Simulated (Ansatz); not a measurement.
# Work function of Mo(100): what the settings cost and change, part 2 of 2

Aim: the numerical settings behind the work function of Mo(100), with the cost of each.

Ansatz 0.2.0; plane-wave DFT, PBE, Ansatz PAW.

So far, work function, upper face (eV): step 2 (slab, setting cutoff 200 eV) 4.10; step 3 (slab) 3.95; step 4 (slab) 3.95; step 5 (run) 3.95; step 6 (other k-mesh, other cutoff) 4.51.

### 7. Run

input.yaml

```yaml
crystal:
  lattice:
    - [3.15, 0.0, 0.0]
    - [0.0, 3.15, 0.0]
    - [0.0, 0.0, 27.45]
  atoms:
    - { symbol: Mo, position: [0.0, 0.0, 0.3278688525] }
    - { symbol: Mo, position: [0.5, 0.5, 0.3852459016] }
    - { symbol: Mo, position: [0.0, 0.0, 0.4426229508] }
    - { symbol: Mo, position: [0.5, 0.5, 0.5] }
    - { symbol: Mo, position: [0.0, 0.0, 0.5573770492] }
    - { symbol: Mo, position: [0.5, 0.5, 0.6147540984] }
    - { symbol: Mo, position: [0.0, 0.0, 0.6721311475] }
kpoints:
  mp_grid: { grid: [4, 4, 1] }
hamiltonian:
  xc: pbe
scf:
  occupations: { method: fermi_dirac, width: 0.1 }
  convergence: { dr2_threshold: 1.0e-09 }
efield:
  axis: 3
  dipole_correction: true
  ramp_position: 0.97
  ramp_width: 0.06
output:
  write_potential: true
  write_density: true
  volumetric_format: npy
```

Started as:

```
> ansatz run input.yaml --threads 2 --pin off --max-ram 3072MiB --backend cpu --events-out ev --progress --plain --runs-dir out
```

Numbers of over 12 decimals in the logs are rounded to 6 here.

Output:

```text
[...]
Crystal: 7 atoms, lattice volume = 272.373 Å³
Basis set: ecut = 420 eV, 5379 PW (Γ)
Bands: 59, of which v1, the nominal top of the filled ones, is band 49 counted from 1 (48 counted from 0)
Symmetry: 8 space group operations
k-points: 6 of 16
[...]
k-point 0: bands = [... 45 lower, 5.3975, 5.3975, 5.5899, 6.0489, 6.0489, 6.1300, 6.1357, 6.4503, ... 6 higher]
  k-point 1: bands = [... 45 lower, 5.3228, 5.4040, 5.4902, 5.6297, 6.6468, 6.6740, 6.7293, 6.7802, ... 6 higher]
  k-point 2: bands = [... 45 lower, 5.4746, 5.7540, 5.9750, 6.0291, 6.3062, 6.7223, 6.7876, 7.2168, ... 6 higher]
  k-point 5: bands = [... 45 lower, 6.3321, 6.3321, 7.7441, 7.7560, 8.0165, 8.0583, 8.3637, 8.3931, ... 6 higher]
[key lines of the parts left out:]
SCF converged after 12 iterations
Free energy (F): -34688.232777 eV
Fermi energy:    6.146896 eV
Dipole field:    D = 0.000001 V/Å  (p = 0.000002 e·Å, saw-weighted, corrected)
Work function:   Φ+ = 3.9537 eV   Φ− = 3.9538 eV
```

Run time: 7.3 s. Hardware: 2 threads of Intel Xeon 6975P-C (Granite Rapids), shared host; peak memory 0.54 GiB.

The work function is 3.954 eV, +0.001 eV from the run “cutoff 420 eV”, at 0.18 times its CPU time.

### 8. Slab

Edit input.yaml of step 7 so:

```diff
@@ -14,3 +14,3 @@
 kpoints:
-  mp_grid: { grid: [4, 4, 1] }
+  mp_grid: { grid: [9, 9, 1] }
 hamiltonian:
```

Output:

```text
[...]
Crystal: 7 atoms, lattice volume = 272.373 Å³
Basis set: ecut = 420 eV, 5379 PW (Γ)
Bands: 59, of which v1, the nominal top of the filled ones, is band 49 counted from 1 (48 counted from 0)
Symmetry: 8 space group operations
k-points: 15 of 81
[...]
k-point 0: bands = [... 45 lower, 5.3971, 5.3971, 5.5894, 6.0206, 6.0206, 6.0876, 6.0929, 6.4398, ... 6 higher]
  k-point 1: bands = [... 45 lower, 5.5155, 5.5407, 5.7286, 5.8986, 5.9274, 6.1296, 6.5782, 6.6314, ... 6 higher]
  k-point 2: bands = [... 45 lower, 5.3248, 5.3893, 5.5724, 5.6611, 6.5682, 6.6193, 6.7065, 6.7241, ... 6 higher]
  k-point 14: bands = [... 45 lower, 6.0308, 6.0671, 7.6031, 7.6232, 7.7141, 7.7509, 7.9051, 7.9983, ... 6 higher]
[key lines of the parts left out:]
SCF converged after 11 iterations
Free energy (F): -34687.977107 eV
Fermi energy:    6.144071 eV
Dipole field:    D = 0.000000 V/Å  (p = 0.000001 e·Å, saw-weighted, corrected)
Work function:   Φ+ = 3.9647 eV   Φ− = 3.9648 eV
```

The job ended after 18 s (2 threads; peak memory 0.68 GiB).

The work function is 3.965 eV, +0.012 eV from the run “cutoff 420 eV”, at 0.49 times its CPU time.

### 9. Slab

Edit input.yaml of step 8 so:

```diff
@@ -14,3 +14,3 @@
 kpoints:
-  mp_grid: { grid: [9, 9, 1] }
+  mp_grid: { grid: [20, 20, 1] }
 hamiltonian:
```

Output:

```text
[...]
Crystal: 7 atoms, lattice volume = 272.373 Å³
Basis set: ecut = 420 eV, 5379 PW (Γ)
Bands: 59, of which v1, the nominal top of the filled ones, is band 49 counted from 1 (48 counted from 0)
Symmetry: 8 space group operations
k-points: 66 of 400
[...]
k-point 0: bands = [... 45 lower, 5.3996, 5.3996, 5.5916, 6.0256, 6.0256, 6.0942, 6.0994, 6.4443, ... 6 higher]
  k-point 1: bands = [... 45 lower, 5.4024, 5.4535, 5.7812, 5.8638, 5.8722, 6.0919, 6.3078, 6.5631, ... 6 higher]
  k-point 2: bands = [... 45 lower, 5.5302, 5.5394, 5.7395, 5.8846, 5.9079, 6.1131, 6.5764, 6.5904, ... 6 higher]
  k-point 65: bands = [... 45 lower, 6.3399, 6.3399, 7.7085, 7.7148, 8.0526, 8.0702, 8.3522, 8.3522, ... 6 higher]
[key lines of the parts left out:]
SCF converged after 11 iterations
Free energy (F): -34687.964843 eV
Fermi energy:    6.153289 eV
Dipole field:    D = -0.000000 V/Å  (p = -0.000001 e·Å, saw-weighted, corrected)
Work function:   Φ+ = 3.9537 eV   Φ− = 3.9536 eV
```

It took 77 s on 2 threads; peak memory 1.3 GiB.

The work function is 3.954 eV, +0.001 eV from the run “cutoff 420 eV”, at 2.2 times its CPU time.

### 10. Run

Edit input.yaml of step 9 so:

```diff
@@ -14,3 +14,3 @@
 kpoints:
-  mp_grid: { grid: [20, 20, 1] }
+  mp_grid: { grid: [13, 13, 1] }
 hamiltonian:
@@ -18,3 +18,3 @@
 scf:
-  occupations: { method: fermi_dirac, width: 0.1 }
+  occupations: { method: gaussian, width: 0.05 }
   convergence: { dr2_threshold: 1.0e-09 }
```

Output:

```text
[...]
Crystal: 7 atoms, lattice volume = 272.373 Å³
Basis set: ecut = 420 eV, 5379 PW (Γ)
Bands: 59, of which v1, the nominal top of the filled ones, is band 49 counted from 1 (48 counted from 0)
Symmetry: 8 space group operations
k-points: 28 of 169
[...]
k-point 0: bands = [... 45 lower, 5.3902, 5.3902, 5.5807, 6.0162, 6.0162, 6.0924, 6.0976, 6.4358, ... 6 higher]
  k-point 1: bands = [... 45 lower, 5.4983, 5.4990, 5.7664, 5.8285, 5.8676, 6.0887, 6.4443, 6.5996, ... 6 higher]
  k-point 2: bands = [... 45 lower, 5.4517, 5.5150, 5.7059, 5.7968, 6.1598, 6.2709, 6.6282, 6.8205, ... 6 higher]
  k-point 27: bands = [... 45 lower, 6.1737, 6.1924, 7.6595, 7.6741, 7.9540, 7.9630, 8.0178, 8.0322, ... 6 higher]
[key lines of the parts left out:]
SCF converged after 11 iterations
Free energy (F): -34687.838592 eV
Fermi energy:    6.153509 eV
Dipole field:    D = -0.000000 V/Å  (p = -0.000000 e·Å, saw-weighted, corrected)
Work function:   Φ+ = 3.9633 eV   Φ− = 3.9633 eV
```

It took 34 s on 2 threads; peak memory 0.81 GiB.

The work function is 3.963 eV, +0.011 eV from the run “cutoff 420 eV”, at 0.95 times its CPU time.

### 11. Slab

Edit input.yaml of step 10 so:

```diff
@@ -18,3 +18,3 @@
 scf:
-  occupations: { method: gaussian, width: 0.05 }
+  occupations: { method: methfessel_paxton, width: 0.2 }
   convergence: { dr2_threshold: 1.0e-09 }
```

Output:

```text
[...]
Crystal: 7 atoms, lattice volume = 272.373 Å³
Basis set: ecut = 420 eV, 5379 PW (Γ)
Bands: 59, of which v1, the nominal top of the filled ones, is band 49 counted from 1 (48 counted from 0)
Symmetry: 8 space group operations
k-points: 28 of 169
[...]
k-point 0: bands = [... 45 lower, 5.4035, 5.4035, 5.5942, 6.0304, 6.0304, 6.1002, 6.1055, 6.4498, ... 6 higher]
  k-point 1: bands = [... 45 lower, 5.5109, 5.5114, 5.7806, 5.8410, 5.8813, 6.0978, 6.4556, 6.6131, ... 6 higher]
  k-point 2: bands = [... 45 lower, 5.4627, 5.5260, 5.7197, 5.8109, 6.1732, 6.2826, 6.6420, 6.8342, ... 6 higher]
  k-point 27: bands = [... 45 lower, 6.1899, 6.2082, 7.6724, 7.6865, 7.9653, 7.9792, 8.0347, 8.0449, ... 6 higher]
[key lines of the parts left out:]
SCF converged after 11 iterations
Free energy (F): -34687.839440 eV
Fermi energy:    6.168248 eV
Dipole field:    D = 0.000000 V/Å  (p = 0.000000 e·Å, saw-weighted, corrected)
Work function:   Φ+ = 3.9360 eV   Φ− = 3.9360 eV
```

Wall time 34 s (2 threads); peak memory 0.82 GiB; 65 s of CPU time.

The work function is 3.936 eV, -0.016 eV from the run “cutoff 420 eV”, at 0.92 times its CPU time.

### 12. Run

Edit input.yaml of step 11 so:

```diff
@@ -18,3 +18,3 @@
 scf:
-  occupations: { method: methfessel_paxton, width: 0.2 }
+  occupations: { method: fermi_dirac, width: 0.3 }
   convergence: { dr2_threshold: 1.0e-09 }
```

Output:

```text
band count auto-derived: 66 (N_el = 98.0; filled up to band 49; 59 by the electrons, moments and atoms)
[...]
Crystal: 7 atoms, lattice volume = 272.373 Å³
Basis set: ecut = 420 eV, 5379 PW (Γ)
Bands: 66, of which v1, the nominal top of the filled ones, is band 49 counted from 1 (48 counted from 0)
Symmetry: 8 space group operations
k-points: 28 of 169
[...]
k-point 0: bands = [... 45 lower, 5.3411, 5.3411, 5.5518, 5.9677, 5.9677, 6.0475, 6.0524, 6.3820, ... 13 higher]
  k-point 1: bands = [... 45 lower, 5.4375, 5.4400, 5.7121, 5.7888, 5.8252, 6.0474, 6.4066, 6.5616, ... 13 higher]
  k-point 2: bands = [... 45 lower, 5.3803, 5.4431, 5.6542, 5.7445, 6.1221, 6.2362, 6.5882, 6.7880, ... 13 higher]
  k-point 27: bands = [... 45 lower, 6.1396, 6.1551, 7.5924, 7.5998, 7.8965, 7.9460, 7.9863, 8.0102, ... 13 higher]
[key lines of the parts left out:]
SCF converged after 10 iterations
Free energy (F): -34688.924062 eV
Fermi energy:    6.108092 eV
Dipole field:    D = -0.000000 V/Å  (p = -0.000001 e·Å, saw-weighted, corrected)
Work function:   Φ+ = 4.0507 eV   Φ− = 4.0507 eV
```

It took 35 s on 2 threads; peak memory 0.88 GiB; 67 s of CPU time.

The work function is 4.051 eV, +0.098 eV from the run “cutoff 420 eV”, at 0.95 times its CPU time.

### 13. Run

Edit input.yaml of step 12 so:

```diff
@@ -18,3 +18,3 @@
 scf:
-  occupations: { method: fermi_dirac, width: 0.3 }
+  occupations: { method: cold, width: 0.1 }
   convergence: { dr2_threshold: 1.0e-09 }
```

Output:

```text
[...]
Crystal: 7 atoms, lattice volume = 272.373 Å³
Basis set: ecut = 420 eV, 5379 PW (Γ)
Bands: 59, of which v1, the nominal top of the filled ones, is band 49 counted from 1 (48 counted from 0)
Symmetry: 8 space group operations
k-points: 28 of 169
[...]
k-point 0: bands = [... 45 lower, 5.3969, 5.3969, 5.5876, 6.0232, 6.0232, 6.0954, 6.1007, 6.4428, ... 6 higher]
  k-point 1: bands = [... 45 lower, 5.5046, 5.5053, 5.7734, 5.8342, 5.8745, 6.0925, 6.4494, 6.6063, ... 6 higher]
  k-point 2: bands = [... 45 lower, 5.4572, 5.5204, 5.7128, 5.8038, 6.1661, 6.2764, 6.6354, 6.8271, ... 6 higher]
  k-point 27: bands = [... 45 lower, 6.1811, 6.1997, 7.6656, 7.6799, 7.9597, 7.9709, 8.0258, 8.0385, ... 6 higher]
[key lines of the parts left out:]
SCF converged after 11 iterations
Free energy (F): -34687.833362 eV
Fermi energy:    6.163270 eV
Dipole field:    D = 0.000000 V/Å  (p = 0.000000 e·Å, saw-weighted, corrected)
Work function:   Φ+ = 3.9479 eV   Φ− = 3.9479 eV
```

It took 33 s on 2 threads; peak memory 0.8 GiB.

The work function is 3.948 eV, -0.005 eV from the run “cutoff 420 eV”, at 0.89 times its CPU time.

### 14. The series together

Times are for 2 threads of Intel Xeon 6975P-C (Granite Rapids), shared host. The series side by side:

```
no.                            setting  work function, upper face (eV)   time  memory (GiB)
  1                      cutoff 200 eV                           4.104   18 s          0.46
  2                      cutoff 300 eV                           3.955   25 s          0.59
  3                      cutoff 420 eV                           3.952   38 s          0.81
  4                      cutoff 600 eV                           3.952   60 s           1.2
  5                           mesh 2x2                           4.512  3.6 s          0.54
  6                           mesh 4x4                           3.954  7.3 s          0.54
  7                           mesh 9x9                           3.965   18 s          0.68
  8                         mesh 20x20                           3.954   77 s           1.3
  9          Gaussian smearing 0.05 eV                           3.963   34 s          0.81
 10  methfessel_paxton smearing 0.2 eV                           3.936   34 s          0.82
 11        fermi_dirac smearing 0.3 eV                           4.051   35 s          0.88
 12               cold smearing 0.1 eV                           3.948   33 s           0.8
```

### 15. The same run with other settings

An input spoilt on purpose, to show how the run answers: it repeats the earlier run “cutoff 200 eV” with efield.axis from 3 to 1, and scf.max_iter set to 50; its output block differs too.

Edit input.yaml of step 13 so:

```diff
@@ -18,6 +18,7 @@
 scf:
-  occupations: { method: cold, width: 0.1 }
+  occupations: { method: fermi_dirac, width: 0.1 }
   convergence: { dr2_threshold: 1.0e-09 }
+  max_iter: 50
 efield:
-  axis: 3
+  axis: 1
   dipole_correction: true
@@ -25,2 +26,4 @@
   ramp_width: 0.06
+basis:
+  ecutwfc: "200 eV"
 output:
```

Output:

```text
Warning: basis.ecutwfc = 200 eV is below the records' recommended 420 eV, and the density's cutoff is lower with it unless basis.ecutrho_ratio is high enough to keep the records' density cutoff: compare with a run at a higher cutoff
Engine: ansatz 0.2.0, x86_64-unknown-linux-gnu
Pseudopotentials: kind: paw
Pseudopotential: Mo, paw, valence charge 14, recommended cutoff 420 eV (normal), Mo.paw.azcp
Functional definition: PBE
  parameter kappa = 0.804
  parameter beta = 0.066725
  exchange = pbe_x(kappa = kappa, mu = beta*pi^2/3)
  correlation = pbe_c(beta = beta)
Crystal: 7 atoms, lattice volume = 272.373 Å³
Basis set: ecut = 200 eV, 1747 PW (Γ)
Bands: 59, of which v1, the nominal top of the filled ones, is band 49 counted from 1 (48 counted from 0)
Symmetry: 4 space group operations
k-points: 49 of 169 (time reversal used)
Non-local potential: Mo, projectors of the file, l = 0: 3, l = 1: 2, l = 2: 2, l = 3: 1
PAW form: soft (Blöchl's): semilocal exchange-correlation on the pseudo side does not see the compensation charge
PAW one-centre angular grid: Mo, 590 points (default); XC on 64 Gauss nodes
Initial density: superposition of atomic densities (neutral atoms: chi_scale 0, normalization atom), corrected by the library's trained network
Initial wavefunctions: pseudopotential atomic-orbital guess
Functional: x = pbe(κ = 0.804, μ = 0.219515), c = pbe(β = 0.066725)
Error: efield: ion 0 (Mo) at fractional coordinate 0.0000 along the field axis lies inside the sawtooth ramp with 2 of the planes that the density is read on at each end, [0.8367, 0.1633] — the ramp must sit in vacuum (an ion there feels the fictitious reversed slope); set or move the ramp (efield.ramp_position / ramp_width) or move the geometry
```

Wall time 0.33 s (2 threads); peak memory 0.33 GiB.

The input was rejected at the start.

The program's message: “Error: efield: ion 0 (Mo) at fractional coordinate 0.0000 along the field axis lies inside the sawtooth ramp with 2 of the planes that the density is read on at each end, [0.8367, 0.1633] — the ramp m …”

The fault put into the input: the field along an axis without vacuum.

### 16. Summary of results

```
work function, cutoff 420 eV                     : 3.952 eV
work function, cutoff 600 eV                     : 3.952 eV
work function, mesh 2x2                          : 4.512 eV
work function, methfessel_paxton smearing 0.2 eV : 3.936 eV
```

What this shows: The run at the highest cutoff gives 3.95 eV, and the settings tried spread the value from 3.94 to 4.51 eV. Against 600 eV, a cutoff of 200 eV is off by +0.152 eV. Against 600 eV, a cutoff of 420 eV is off by +0.000 eV. Against the finest mesh, 20 points along a, the coarser ones are off by +0.56 (2), +0.00 (4) and +0.01 (9) eV. The smearing schemes and widths spread it over 0.11 eV. The program marks the value as in doubt in “cutoff 200 eV”. A compiled measured value is 4.45 eV (arxiv:1902.07811, 2019), but the real face reconstructs and these slabs don't, so it is no test of the method. The ladder's slabs use the tabulated experimental lattice constant (two decimals; a low-temperature value for the alkali metals). This open face is not relaxed here, and relaxation moves such faces by up to a few tenths of an eV. In 1 run of the series (cutoff 200 eV) the program warns that electrons reach the sawtooth's ramp, which makes dipole and work function less sure.

[Logs are printed without paths, hosts, clocks, repeated set-up lines and the standing remarks that a program may print on its own settings, such as how far it seeks lower states.]

[Hosts, paths, dates, database ids (printed as entryN), source tags and the programs' standing remarks are cut or masked in the printed files.]

[Maps of the electrostatic potential energy from Ansatz leave out the sawtooth potential of an applied field or a dipole correction, so their vacuum need not be flat; planar profiles and work functions include it.]
